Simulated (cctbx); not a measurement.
**Accept or mend?**

Cell a = 4.8630 Å, b = 4.8630 Å, c = 7.5350 Å, α = 90.00°, β = 90.00°, γ = 120.00°; space group P6_3/mmc (no. 194).

The data are simulated with cctbx, not measured: Cu Kα, λ = 1.54184 Å, to d = 0.83 Å, 50 % of the full sphere, strongest reflection 5000 counts, noise from counting, a 4 % proportional error and a noise floor of 4 counts (s.d.); no absorption, and some extinction, which the refinements don't model.

An anisotropic refinement with weights 1/σ² prints:

```text
Rint 0.039, 69 unique reflections to 0.84 A
cycle     R1     wR2    GooF  max shift (A)
   1  0.0309  0.0679   2.081   0.00000
   2  0.0247  0.0499   1.528   0.00000
final R1 0.0247 wR2 0.0499 GooF 1.528  parameters 6  data/parameter 11.5
atom        x        y        z      Ueq    occ   su(xyz)  su(Uiso or U11)
Bi1    0.00000  0.00000  0.00000   0.0148  1.000  0.00000  0.0006
Tl1    0.66667  0.33333  0.25000   0.0129  1.000  0.00000  0.0005
Sn1    0.66667  0.33333  0.75000   0.0217  1.000  0.00000  0.0008
difference map: max 0.84 min -2.36 rms 0.39
Q1    0.0804  0.1608  0.6564   12    0.85  1.36 A from Bi1
Q2    0.1262  0.5631  0.5740   12    0.83  1.59 A from Tl1
Q3    0.2736  0.5471  0.6048   12    0.78  1.20 A from Tl1
Q4    0.2188  0.6094  0.1083   12    0.69  1.17 A from Sn1
Q5    0.1356  0.4800  0.1717   24    0.53  1.11 A from Sn1
Q6    0.1139  0.2278  0.1341   12    0.53  1.39 A from Bi1
```

**Question.** Can this result stand? If not, what is the likely fault?

Mend it. The fault: wrong element: Sn1 is Cd. Against the right model at the same level, R1 goes from 0.0200 to 0.0247 and GooF from 1.15 to 1.53. Sn1 has 2 electrons too many and its U swells to shed them, as expected (near an absorption edge f′ can widen the mismatch well beyond the difference in Z). The signs are weak, and the output alone doesn't single this fault out.

The compound is TlCdBi. The right model at the same level gives:

```text
Rint 0.039, 69 unique reflections to 0.84 A
cycle     R1     wR2    GooF  max shift (A)
   1  0.0205  0.0391   1.199   0.00000
   2  0.0200  0.0375   1.150   0.00000
final R1 0.0200 wR2 0.0375 GooF 1.150  parameters 6  data/parameter 11.5
atom        x        y        z      Ueq    occ   su(xyz)  su(Uiso or U11)
Bi1    0.00000  0.00000  0.00000   0.0149  1.000  0.00000  0.0005
Tl1    0.66667  0.33333  0.25000   0.0130  1.000  0.00000  0.0004
Cd1    0.66667  0.33333  0.75000   0.0189  1.000  0.00000  0.0006
difference map: max 0.83 min -2.20 rms 0.32
Q1    0.1483  0.5741  0.5758   12    0.84  1.53 A from Tl1
Q2    0.0810  0.1621  0.6552   12    0.81  1.35 A from Bi1
Q3    0.2708  0.5417  0.6000   12    0.69  1.25 A from Tl1
Q4    0.1915  0.5958  0.1021   12    0.55  1.26 A from Cd1
Q5    0.0863  0.1727  0.1597   12    0.49  1.41 A from Bi1
Q6    0.0000  0.2681  0.0000   12    0.45  1.30 A from Bi1
```

The model was made for the exercise: a known structure type with other elements put in, its volume estimated, not relaxed; displacement parameters are assumed.

[Middle refinement cycles are left out of these outputs.]

[Logs are printed without paths, hosts, clocks, repeated set-up lines and the standing remarks that a program may print on its own settings, such as how far it seeks lower states.]
